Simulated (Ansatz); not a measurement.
# How Pt(110) screens a field

Wanted: the response of a Pt(110) slab to a perpendicular field.

Program: Ansatz 0.2.0. Level of theory: plane-wave DFT, LDA, Ansatz PAW. Results are calculated unless marked as measured.

## (1) Starting point

The cell holds 7 atoms: 7 Pt. Cell: a = 3.920 Å, b = 2.772 Å, c = 26.316 Å, α = 90.0°, β = 90.0°, γ = 90.0°. Vacuum lies along c.

## (2) Single point, field 0

A sawtooth potential applies the field, turning back in the middle of the vacuum. With the dipole correction the typed value is the field outside the slab. The induced dipole is small, so the SCF threshold is tight.

Input file input.yaml:

```yaml
crystal:
  lattice:
    - [3.92, 0.0, 0.0]
    - [0.0, 2.7718585823, 0.0]
    - [0.0, 0.0, 26.3155757468]
  atoms:
    - { symbol: Pt, position: [0.0, 0.0, 0.3420027776] }
    - { symbol: Pt, position: [0.5, 0.5, 0.3946685184] }
    - { symbol: Pt, position: [0.0, 0.0, 0.4473342592] }
    - { symbol: Pt, position: [0.5, 0.5, 0.5] }
    - { symbol: Pt, position: [0.0, 0.0, 0.5526657408] }
    - { symbol: Pt, position: [0.5, 0.5, 0.6053314816] }
    - { symbol: Pt, position: [0.0, 0.0, 0.6579972224] }
kpoints:
  mp_grid: { grid: [14, 18, 1] }
hamiltonian:
  xc: lda
scf:
  occupations: { method: fermi_dirac, width: 0.1 }
  convergence: { dr2_threshold: 1.0e-10 }
efield:
  axis: 3
  dipole_correction: true
  ramp_position: 0.97
  ramp_width: 0.06
  amplitude: 0
output:
  forces: true
  write_potential: true
  write_density: true
  volumetric_format: npy
```

Command:

```sh
ansatz run input.yaml --threads 4 --pin off --max-ram 6144MiB --backend cpu --events-out ev --progress --plain --runs-dir out
```

Numbers of over 12 decimals in the logs are rounded to 6 here.

Log:

```text
Engine: ansatz 0.2.0, x86_64-unknown-linux-gnu
Pseudopotentials: kind: paw
Pseudopotential: Pt, paw, valence charge 18, recommended cutoff 420 eV (normal), Pt.paw.azcp
Functional definition: SPW92
  exchange = slater_x
  correlation = pw_c
Crystal: 7 atoms, lattice volume = 285.937 Å³
Basis set: ecut = 420 eV, 5587 PW (Γ)
Bands: 76, of which v1, the nominal top of the filled ones, is band 63 counted from 1 (62 counted from 0)
Symmetry: 4 space group operations
k-points: 80 of 252
Non-local potential: Pt, projectors of the file, l = 0: 3, l = 1: 2, l = 2: 2, l = 3: 1
PAW form: soft (Blöchl's): semilocal exchange-correlation on the pseudo side does not see the compensation charge
PAW frozen core: Pt, regenerated for the run's functional, and the local potential with it (the file was generated under x = pbe(κ = 0.804, μ = 0.219515), c = pbe(β = 0.066725))
PAW one-centre angular grid: Pt, 590 points (default); XC on 64 Gauss nodes
Initial density: superposition of atomic densities (neutral atoms: chi_scale 0, normalization atom), corrected by the library's trained network
Initial wavefunctions: pseudopotential atomic-orbital guess
Functional: x = slater, c = lda
SCF iter   1: F=—  HF=-85711.538789 eV  |F-HF|=—  |Δ(HF+E_count)|=         —  Δρ=1.37e-2  dr2=4.72e0  ethr=1.77e-3  p=0.000 e·Å  D=3.50e-13 V/Å  ΔV_dip=-0.00 eV  dr2_dipole=2.87e-7  V_vac-E_F(+/−)=5.22/5.22 eV  ⟨swp⟩=7.8  Hψ=26281  notcnv=0  defer=105
efield: sawtooth ramp at fractional position 0.9700 (set: `efield.ramp_position`, or a place that a band, a saddle search or an elastic batch's reference lends), width 0.0600; the density the first Hamiltonian is built on has a dipole p = 0.000 e·Å; the dipole correction subtracts the counter field D = 3.50e-13 V/Å, which shifts the + side's vacuum level by -0.00 eV against the − side's; the planar-averaged density in the ramp window peaks in size at 2.5e-6 e/Å³
preconditioner: auto → LDOS  [metal: Δε(μ)=0.003 eV  Ē_g=7.294 eV  σ=0.100 eV  W_gap=0.01  n_scr=62 (ndim 8)  ℏωp=18.4 eV  f_vac=0.572  D(μ)=12.64/eV (n_scr^D=110)  β→1.0]
SCF iter   2: F=—  HF=-85711.429707 eV  |F-HF|=—  |Δ(HF+E_count)|=   1.09e-1  Δρ=6.08e-3  dr2=2.83e-1  ethr=1.77e-3  p=-0.000 e·Å  D=-1.34e-6 V/Å  ΔV_dip=0.00 eV  dr2_dipole=2.80e-7  V_vac-E_F(+/−)=5.55/5.55 eV  ⟨swp⟩=2.0  Hψ=7410  notcnv=0  defer=207
SCF iter   3: F=—  HF=-85711.422022 eV  |F-HF|=—  |Δ(HF+E_count)|=   7.68e-3  Δρ=2.86e-3  dr2=1.09e-1  ethr=2.24e-4  p=-0.000 e·Å  D=-2.63e-6 V/Å  ΔV_dip=0.00 eV  dr2_dipole=1.67e-10  V_vac-E_F(+/−)=5.55/5.55 eV  ⟨swp⟩=2.1  Hψ=8807  notcnv=0  defer=216
SCF iter   4: F=—  HF=-85711.413268 eV  |F-HF|=—  |Δ(HF+E_count)|=   8.75e-3  Δρ=7.32e-4  dr2=2.97e-3  ethr=8.65e-5  p=-0.000 e·Å  D=-1.33e-6 V/Å  ΔV_dip=0.00 eV  dr2_dipole=1.87e-11  V_vac-E_F(+/−)=5.61/5.61 eV  ⟨swp⟩=2.0  Hψ=8286  notcnv=0  defer=216
SCF iter   5: F=—  HF=-85711.412926 eV  |F-HF|=—  |Δ(HF+E_count)|=   3.43e-4  Δρ=3.88e-4  dr2=8.64e-4  ethr=2.36e-6  p=-0.000 e·Å  D=-6.33e-7 V/Å  ΔV_dip=0.00 eV  dr2_dipole=1.73e-12  V_vac-E_F(+/−)=5.62/5.62 eV  ⟨swp⟩=2.9  Hψ=10083  notcnv=0  defer=216
SCF iter   6: F=—  HF=-85711.412885 eV  |F-HF|=—  |Δ(HF+E_count)|=   4.04e-5  Δρ=2.06e-4  dr2=2.50e-4  ethr=6.85e-7  p=-0.000 e·Å  D=-2.27e-7 V/Å  ΔV_dip=0.00 eV  dr2_dipole=9.40e-13  V_vac-E_F(+/−)=5.62/5.62 eV  ⟨swp⟩=1.9  Hψ=7071  notcnv=0  defer=216
SCF iter   7: F=—  HF=-85711.412858 eV  |F-HF|=—  |Δ(HF+E_count)|=   2.77e-5  Δρ=7.08e-5  dr2=2.88e-5  ethr=1.98e-7  p=0.000 e·Å  D=5.13e-8 V/Å  ΔV_dip=-0.00 eV  dr2_dipole=1.12e-13  V_vac-E_F(+/−)=5.63/5.63 eV  ⟨swp⟩=2.2  Hψ=8032  notcnv=0  defer=216
SCF iter   8: F=—  HF=-85711.412863 eV  |F-HF|=—  |Δ(HF+E_count)|=   5.54e-6  Δρ=1.58e-5  dr2=1.32e-6  ethr=2.29e-8  p=0.000 e·Å  D=8.81e-8 V/Å  ΔV_dip=-0.00 eV  dr2_dipole=2.18e-13  V_vac-E_F(+/−)=5.63/5.63 eV  ⟨swp⟩=2.0  Hψ=8659  notcnv=0  defer=216
SCF iter   9: F=—  HF=-85711.412909 eV  |F-HF|=—  |Δ(HF+E_count)|=   4.58e-5  Δρ=4.49e-6  dr2=1.56e-7  ethr=1.05e-9  p=0.000 e·Å  D=4.06e-8 V/Å  ΔV_dip=-0.00 eV  dr2_dipole=5.06e-14  V_vac-E_F(+/−)=5.63/5.63 eV  ⟨swp⟩=3.1  Hψ=11300  notcnv=0  defer=211
SCF iter  10: F=—  HF=-85711.412909 eV  |F-HF|=—  |Δ(HF+E_count)|=   2.13e-7  Δρ=1.84e-6  dr2=2.20e-8  ethr=1.24e-10  p=0.000 e·Å  D=1.89e-8 V/Å  ΔV_dip=-0.00 eV  dr2_dipole=1.12e-14  V_vac-E_F(+/−)=5.63/5.63 eV  ⟨swp⟩=2.4  Hψ=9005  notcnv=0  defer=211
SCF iter  11: F=—  HF=-85711.412909 eV  |F-HF|=—  |Δ(HF+E_count)|=   4.51e-9  Δρ=8.03e-7  dr2=3.00e-9  ethr=1.74e-11  p=0.000 e·Å  D=1.67e-9 V/Å  ΔV_dip=-0.00 eV  dr2_dipole=1.73e-15  V_vac-E_F(+/−)=5.63/5.63 eV  ⟨swp⟩=2.0  Hψ=7285  notcnv=0  defer=211
SCF iter  12: F=—  HF=-85711.412909 eV  |F-HF|=—  |Δ(HF+E_count)|=   2.55e-9  Δρ=3.42e-7  dr2=8.13e-10  ethr=2.38e-12  p=0.000 e·Å  D=1.11e-9 V/Å  ΔV_dip=-0.00 eV  dr2_dipole=1.11e-14  V_vac-E_F(+/−)=5.63/5.63 eV  ⟨swp⟩=2.2  Hψ=8913  notcnv=0  defer=211
SCF iter  13: F=—  HF=-85711.412909 eV  |F-HF|=—  |Δ(HF+E_count)|=  9.60e-10  Δρ=1.42e-7  dr2=1.39e-10  ethr=1.00e-12  p=-0.000 e·Å  D=-1.28e-9 V/Å  ΔV_dip=0.00 eV  dr2_dipole=1.49e-15  V_vac-E_F(+/−)=5.63/5.63 eV  ⟨swp⟩=1.1  Hψ=5990  notcnv=0  defer=211
SCF iter  14: F=-85711.412909 eV  HF=-85711.412909 eV  |F-HF|=1.02e-10  |Δ(HF+E_count)|=  1.16e-10  Δρ=4.41e-8  dr2=1.53e-11  ethr=1.00e-12  p=-0.000 e·Å  D=-1.28e-10 V/Å  ΔV_dip=0.00 eV  dr2_dipole=1.13e-16  V_vac-E_F(+/−)=5.63/5.63 eV  ⟨swp⟩=17.0  Hψ=35675  notcnv=0
SCF 1 converged in 14 iterations: F = -85711.412909 eV  dr2 = 1.53e-11
  greatest PAW one-centre occupation: 1.000 electrons in one spin orbital (limit 2), on the Pt atom at site 4 (counted from 0), in its partial waves of l = 0
WARN: The output density's exchange-correlation potential varies sharply where the density is thin. Do not read a vacuum level from v_tot or v_xc, or from such a field of the output density. On a cell that repeats whose density bears no net charge and no dipole along the vacuum's axis use v_es (v_loc + v_h of the components); under efield.dipole_correction with no amplitude use v_es + v_field, which holds any externa [...]
SCF converged after 14 iterations
Free energy (F): -85711.412909 eV
Harris-Foulkes:  -85711.412909 eV  (|F-HF|=1.02e-10)
Internal energy: -85710.984722 eV  (E = F + TS)
E sigma→0 (E₀):  -85711.198816 eV
Entropy (-TS):   -0.428187 eV (-61.170 meV/atom)
Fermi energy:    4.912617 eV
Dipole field:    D = -0.000000 V/Å  (p = -0.000000 e·Å, saw-weighted, corrected)
Work function:   Φ+ = 5.6278 eV   Φ− = 5.6278 eV
Levels:          The Fermi level and band energies are counted from a zero that moves with the ramp; work functions are not
--- Per-component energies (eV) ---
  E_band       = -3190.336285
  E_kinetic    = 4460.572715
  E_local      = -242456.878705  (includes V_loc(G=0)·N_el)
  E_nonlocal   = 1451.264750
  E_hartree    = 118765.033136
  E_xc         = -1816.101547
  E_vxc        = -2110.524767  (∫ρ·V_xc dr)
  E_paw        = -64244.037105  (= ΣΔE_a)
  E_vpaw       = -2064.837347  (= ΣTr[D̂ρ^β])
  E_aug_tail   = 0.001224  (compensation charges beyond the density's cutoff)
  E_efield     = 0.000000  (sawtooth field / dipole correction)
  E_vefield    = 0.000000  (∫n·V_field dr)
  E_ewald      = 98125.913721
  E_core_change = 3.247086  (= ΣΔE_core)
  E_smearing   = -0.428187  (= −TS)
  E_closure    = 0.000000  (closes the sum)
  Σ components = -85711.412909   (vs F -85711.412909, Δ=0.00e0)
--- Forces (eV/Å), atoms counted from 1 ---
  atom   1  Pt     0.00000000     0.00000000     1.36011948
  atom   2  Pt     0.00000000     0.00000000    -0.95763082
  atom   3  Pt     0.00000000     0.00000000    -0.02063505
  atom   4  Pt     0.00000000     0.00000000    -0.00000000
  atom   5  Pt     0.00000000     0.00000000     0.02063505
  atom   6  Pt     0.00000000     0.00000000     0.95763081
  atom   7  Pt     0.00000000     0.00000000    -1.36011949
  max |Σ_I F_I| component: 2.63e-8 eV/Å
--- Band table (eV; the first three rows and the last of 80) ---
  k-point 0: bands = [... 59 lower, 4.1833, 4.4428, 4.4466, 4.7974, 4.8693, 5.0838, 5.1000, 5.3620, ... 9 higher]
  k-point 1: bands = [... 59 lower, 4.1431, 4.4528, 4.5455, 4.6379, 4.7840, 5.1263, 5.1655, 5.2276, ... 9 higher]
  k-point 2: bands = [... 59 lower, 4.0008, 4.5015, 4.5171, 4.5543, 4.5741, 4.9953, 5.2310, 5.3477, ... 9 higher]
  k-point 79: bands = [... 59 lower, 4.9633, 5.0470, 5.2097, 5.2111, 5.7772, 6.0227, 8.1760, 8.4555, ... 9 higher]
```

Wall time 31 s (4 threads of Intel Xeon 6975P-C (Granite Rapids), shared host); peak memory 1.5 GiB.

Reading the cycles: dr2 is the Hartree energy of the density residual (eV), the measure of convergence; HF is the Harris–Foulkes estimate of the energy, which meets the free energy F at convergence.

Numbers from this step:

| Property | Result |
| --- | --- |
| energy at zero smearing | -85711.1988 eV |
| work function, upper face | 5.628 eV |
| dipole along the normal | -1.91e-8 e·Å |

Running mean over 1.386 Å of the planar mean; the ramp of the sawtooth is left out. Table of electron's electrostatic potential energy less the Fermi level by z:

| z (Å) | electron's electrostatic potential energy less the Fermi level (eV) |
| --- | --- |
| 3.5 | 5.63 |
| 4.0 | 5.63 |
| 4.5 | 5.63 |
| 5.0 | 5.63 |
| 5.5 | 5.62 |
| 6.0 | 5.61 |
| 6.5 | 5.56 |
| 7.0 | 5.34 |
| 7.5 | 4.36 |
| 8.0 | 0.601 |
| 8.5 | -5.53 |
| 9.0 | -9.97 |
| 9.5 | -11.3 |
| 10.0 | -11.7 |
| 10.5 | -11.9 |
| 11.0 | -12.0 |
| 11.5 | -12.1 |
| 12.0 | -12.1 |
| 12.5 | -12.1 |
| 13.0 | -12.1 |
| 13.5 | -12.1 |
| 14.0 | -12.1 |
| 14.5 | -12.1 |
| 15.0 | -12.1 |
| 15.5 | -12.0 |
| 16.0 | -11.8 |
| 16.5 | -11.6 |
| 17.0 | -11.0 |
| 17.5 | -8.74 |
| 18.0 | -3.23 |
| 18.5 | 2.41 |
| 19.0 | 4.91 |
| 19.5 | 5.45 |
| 20.0 | 5.59 |
| 20.5 | 5.62 |
| 21.0 | 5.63 |
| 21.5 | 5.63 |
| 22.0 | 5.63 |
| 22.5 | 5.63 |
| 23.0 | 5.63 |

Force by atom:

| atom | x (eV/Å) | y (eV/Å) | z (eV/Å) | size |
| --- | --- | --- | --- | --- |
| Pt1 | 0.00 | 0.00 | 1.36 | 1.36 |
| Pt2 | 0.00 | 0.00 | -0.96 | 0.96 |
| Pt3 | 0.00 | 0.00 | -0.02 | 0.02 |
| Pt4 | 0.00 | 0.00 | 0.00 | 0.00 |
| Pt5 | 0.00 | 0.00 | 0.02 | 0.02 |
| Pt6 | 0.00 | 0.00 | 0.96 | 0.96 |
| Pt7 | 0.00 | 0.00 | -1.36 | 1.36 |

The work function of the upper face is 5.63 eV.

## (3) Atoms held, field 0.05 V/Å

input.yaml, as its differences from that of step 2:

```diff
@@ -25,3 +25,3 @@
   ramp_width: 0.06
-  amplitude: 0
+  amplitude: 0.05
 output:
```

Log:

```text
[...]
Crystal: 7 atoms, lattice volume = 285.937 Å³
Basis set: ecut = 420 eV, 5587 PW (Γ)
Bands: 76, of which v1, the nominal top of the filled ones, is band 63 counted from 1 (62 counted from 0)
Symmetry: 4 space group operations
k-points: 80 of 252
[...]
k-point 0: bands = [... 59 lower, 4.1831, 4.4427, 4.4465, 4.7972, 4.8692, 5.0837, 5.0999, 5.3619, ... 9 higher]
  k-point 1: bands = [... 59 lower, 4.1430, 4.4527, 4.5454, 4.6378, 4.7838, 5.1262, 5.1654, 5.2275, ... 9 higher]
  k-point 2: bands = [... 59 lower, 4.0006, 4.5014, 4.5169, 4.5542, 4.5740, 4.9952, 5.2309, 5.3475, ... 9 higher]
  k-point 79: bands = [... 59 lower, 4.9632, 5.0469, 5.2096, 5.2110, 5.7771, 6.0226, 8.1759, 8.4554, ... 9 higher]
[key lines of the parts left out:]
SCF converged after 15 iterations
Free energy (F): -85711.413745 eV
Fermi energy:    4.912492 eV
Dipole field:    D = 0.021164 V/Å  (p = 0.033444 e·Å, saw-weighted, corrected)
```

Run time: 36 s. Hardware: 4 threads; peak memory 1.5 GiB; 2.4 min of CPU time.

The dipole is 0.0334 e·Å.

## (4) Single point, field -0.05 V/Å

input.yaml, as its differences from that of step 3:

```diff
@@ -25,3 +25,3 @@
   ramp_width: 0.06
-  amplitude: 0.05
+  amplitude: -0.05
 output:
```

Log:

```text
[...]
Crystal: 7 atoms, lattice volume = 285.937 Å³
Basis set: ecut = 420 eV, 5587 PW (Γ)
Bands: 76, of which v1, the nominal top of the filled ones, is band 63 counted from 1 (62 counted from 0)
Symmetry: 4 space group operations
k-points: 80 of 252
[...]
k-point 0: bands = [... 59 lower, 4.1831, 4.4427, 4.4465, 4.7972, 4.8692, 5.0837, 5.0999, 5.3619, ... 9 higher]
  k-point 1: bands = [... 59 lower, 4.1430, 4.4527, 4.5454, 4.6378, 4.7838, 5.1262, 5.1654, 5.2275, ... 9 higher]
  k-point 2: bands = [... 59 lower, 4.0006, 4.5014, 4.5169, 4.5542, 4.5740, 4.9952, 5.2309, 5.3475, ... 9 higher]
  k-point 79: bands = [... 59 lower, 4.9632, 5.0469, 5.2096, 5.2110, 5.7771, 6.0226, 8.1759, 8.4554, ... 9 higher]
[key lines of the parts left out:]
SCF converged after 15 iterations
Free energy (F): -85711.413745 eV
Fermi energy:    4.912492 eV
Dipole field:    D = -0.021164 V/Å  (p = -0.033444 e·Å, saw-weighted, corrected)
```

The job ended after 37 s (4 threads; peak memory 1.5 GiB).

The dipole is -0.0334 e·Å.

## (5) Atoms held, field 0.1 V/Å

input.yaml, as its differences from that of step 4:

```diff
@@ -25,3 +25,3 @@
   ramp_width: 0.06
-  amplitude: -0.05
+  amplitude: 0.1
 output:
```

Log:

```text
[...]
Crystal: 7 atoms, lattice volume = 285.937 Å³
Basis set: ecut = 420 eV, 5587 PW (Γ)
Bands: 76, of which v1, the nominal top of the filled ones, is band 63 counted from 1 (62 counted from 0)
Symmetry: 4 space group operations
k-points: 80 of 252
[...]
k-point 0: bands = [... 59 lower, 4.1827, 4.4423, 4.4461, 4.7969, 4.8688, 5.0833, 5.0995, 5.3615, ... 9 higher]
  k-point 1: bands = [... 59 lower, 4.1425, 4.4523, 4.5450, 4.6374, 4.7835, 5.1258, 5.1650, 5.2272, ... 9 higher]
  k-point 2: bands = [... 59 lower, 4.0003, 4.5010, 4.5165, 4.5538, 4.5736, 4.9948, 5.2305, 5.3472, ... 9 higher]
  k-point 79: bands = [... 59 lower, 4.9628, 5.0465, 5.2092, 5.2106, 5.7767, 6.0222, 8.1755, 8.4550, ... 9 higher]
[key lines of the parts left out:]
SCF converged after 15 iterations
Free energy (F): -85711.416254 eV
Fermi energy:    4.912120 eV
Dipole field:    D = 0.042330 V/Å  (p = 0.066889 e·Å, saw-weighted, corrected)
```

Elapsed: 34 s, on 4 threads; peak memory 1.5 GiB.

The dipole is 0.0669 e·Å.

## (6) Atoms held, field -0.1 V/Å

input.yaml, as its differences from that of step 5:

```diff
@@ -25,3 +25,3 @@
   ramp_width: 0.06
-  amplitude: 0.1
+  amplitude: -0.1
 output:
```

Log:

```text
[...]
Crystal: 7 atoms, lattice volume = 285.937 Å³
Basis set: ecut = 420 eV, 5587 PW (Γ)
Bands: 76, of which v1, the nominal top of the filled ones, is band 63 counted from 1 (62 counted from 0)
Symmetry: 4 space group operations
k-points: 80 of 252
[...]
k-point 0: bands = [... 59 lower, 4.1827, 4.4423, 4.4461, 4.7969, 4.8688, 5.0833, 5.0995, 5.3615, ... 9 higher]
  k-point 1: bands = [... 59 lower, 4.1425, 4.4523, 4.5450, 4.6374, 4.7835, 5.1258, 5.1650, 5.2272, ... 9 higher]
  k-point 2: bands = [... 59 lower, 4.0003, 4.5010, 4.5165, 4.5538, 4.5736, 4.9948, 5.2305, 5.3472, ... 9 higher]
  k-point 79: bands = [... 59 lower, 4.9628, 5.0465, 5.2092, 5.2106, 5.7767, 6.0222, 8.1755, 8.4550, ... 9 higher]
[key lines of the parts left out:]
SCF converged after 15 iterations
Free energy (F): -85711.416254 eV
Fermi energy:    4.912120 eV
Dipole field:    D = -0.042330 V/Å  (p = -0.066889 e·Å, saw-weighted, corrected)
```

Wall time 35 s (4 threads); peak memory 1.5 GiB; 2.3 min of CPU time.

The dipole is -0.0669 e·Å.

## (7) Single point, field 0.2 V/Å

input.yaml, as its differences from that of step 6:

```diff
@@ -25,3 +25,3 @@
   ramp_width: 0.06
-  amplitude: -0.1
+  amplitude: 0.2
 output:
```

Log:

```text
[...]
Crystal: 7 atoms, lattice volume = 285.937 Å³
Basis set: ecut = 420 eV, 5587 PW (Γ)
Bands: 76, of which v1, the nominal top of the filled ones, is band 63 counted from 1 (62 counted from 0)
Symmetry: 4 space group operations
k-points: 80 of 252
[...]
k-point 0: bands = [... 59 lower, 4.1809, 4.4408, 4.4446, 4.7954, 4.8673, 5.0818, 5.0980, 5.3600, ... 9 higher]
  k-point 1: bands = [... 59 lower, 4.1409, 4.4507, 4.5435, 4.6360, 4.7820, 5.1242, 5.1635, 5.2257, ... 9 higher]
  k-point 2: bands = [... 59 lower, 3.9988, 4.4995, 4.5148, 4.5523, 4.5722, 4.9933, 5.2289, 5.3457, ... 9 higher]
  k-point 79: bands = [... 59 lower, 4.9613, 5.0450, 5.2078, 5.2091, 5.7753, 6.0208, 8.1741, 8.4536, ... 9 higher]
[key lines of the parts left out:]
SCF converged after 15 iterations
Free energy (F): -85711.426288 eV
Fermi energy:    4.910631 eV
Dipole field:    D = 0.084668 V/Å  (p = 0.133790 e·Å, saw-weighted, corrected)
```

Elapsed: 35 s, on 4 threads; peak memory 1.4 GiB.

The dipole is 0.134 e·Å.

## (8) Atoms held, field -0.2 V/Å

input.yaml, as its differences from that of step 7:

```diff
@@ -25,3 +25,3 @@
   ramp_width: 0.06
-  amplitude: 0.2
+  amplitude: -0.2
 output:
```

Log:

```text
[...]
Crystal: 7 atoms, lattice volume = 285.937 Å³
Basis set: ecut = 420 eV, 5587 PW (Γ)
Bands: 76, of which v1, the nominal top of the filled ones, is band 63 counted from 1 (62 counted from 0)
Symmetry: 4 space group operations
k-points: 80 of 252
[...]
k-point 0: bands = [... 59 lower, 4.1809, 4.4408, 4.4446, 4.7954, 4.8673, 5.0818, 5.0980, 5.3600, ... 9 higher]
  k-point 1: bands = [... 59 lower, 4.1409, 4.4507, 4.5435, 4.6360, 4.7820, 5.1242, 5.1635, 5.2257, ... 9 higher]
  k-point 2: bands = [... 59 lower, 3.9988, 4.4995, 4.5148, 4.5523, 4.5722, 4.9933, 5.2289, 5.3457, ... 9 higher]
  k-point 79: bands = [... 59 lower, 4.9613, 5.0450, 5.2078, 5.2091, 5.7753, 6.0208, 8.1741, 8.4536, ... 9 higher]
[key lines of the parts left out:]
SCF converged after 15 iterations
Free energy (F): -85711.426288 eV
Fermi energy:    4.910631 eV
Dipole field:    D = -0.084668 V/Å  (p = -0.133790 e·Å, saw-weighted, corrected)
```

Elapsed: 35 s, on 4 threads; peak memory 1.5 GiB; 2.3 min of CPU time.

The dipole is -0.134 e·Å.

## (9) Atoms held, field 0.4 V/Å

input.yaml, as its differences from that of step 8:

```diff
@@ -25,3 +25,3 @@
   ramp_width: 0.06
-  amplitude: -0.2
+  amplitude: 0.4
 output:
@@ -31 +31,2 @@
   volumetric_format: npy
+  elf: true
```

Log:

```text
[...]
Crystal: 7 atoms, lattice volume = 285.937 Å³
Basis set: ecut = 420 eV, 5587 PW (Γ)
Bands: 76, of which v1, the nominal top of the filled ones, is band 63 counted from 1 (62 counted from 0)
Symmetry: 4 space group operations
k-points: 80 of 252
[...]
k-point 0: bands = [... 59 lower, 4.1738, 4.4348, 4.4386, 4.7895, 4.8613, 5.0757, 5.0920, 5.3540, ... 9 higher]
  k-point 1: bands = [... 59 lower, 4.1342, 4.4443, 4.5374, 4.6300, 4.7760, 5.1179, 5.1575, 5.2196, ... 9 higher]
  k-point 2: bands = [... 59 lower, 3.9929, 4.4935, 4.5078, 4.5464, 4.5663, 4.9873, 5.2223, 5.3396, ... 9 higher]
  k-point 79: bands = [... 59 lower, 4.9553, 5.0390, 5.2020, 5.2030, 5.7695, 6.0150, 8.1683, 8.4477, ... 9 higher]
[key lines of the parts left out:]
SCF converged after 15 iterations
Free energy (F): -85711.466432 eV
Fermi energy:    4.904618 eV
Dipole field:    D = 0.169399 V/Å  (p = 0.267681 e·Å, saw-weighted, corrected)
```

Elapsed: 37 s, on 4 threads; peak memory 1.5 GiB.

Running mean over 1.386 Å of the planar mean, with the applied field; the ramp of the sawtooth is left out. Electron's electrostatic potential energy less the Fermi level against z:

| z (Å) | electron's electrostatic potential energy less the Fermi level (eV) |
| --- | --- |
| 4 | 4.21 |
| 5 | 4.61 |
| 6 | 4.98 |
| 7 | 5.07 |
| 8 | 0.558 |
| 9 | -9.97 |
| 10 | -11.7 |
| 11 | -12.0 |
| 12 | -12.1 |
| 13 | -12.1 |
| 14 | -12.1 |
| 15 | -12.1 |
| 16 | -11.8 |
| 17 | -11.0 |
| 18 | -3.22 |
| 19 | 5.10 |
| 20 | 6.12 |
| 21 | 6.55 |
| 22 | 6.95 |
| 23 | 7.35 |

The dipole is 0.268 e·Å.

[end of part 1 of 2]

[Logs are printed without paths, hosts, clocks, repeated set-up lines and the standing remarks that a program may print on its own settings, such as how far it seeks lower states.]

[Hosts, paths, dates, database ids (printed as entryN), source tags and the programs' standing remarks are cut or masked in the printed files.]

[Maps of the electrostatic potential energy from Ansatz leave out the sawtooth potential of an applied field or a dipole correction, so their vacuum need not be flat; planar profiles and work functions include it.]
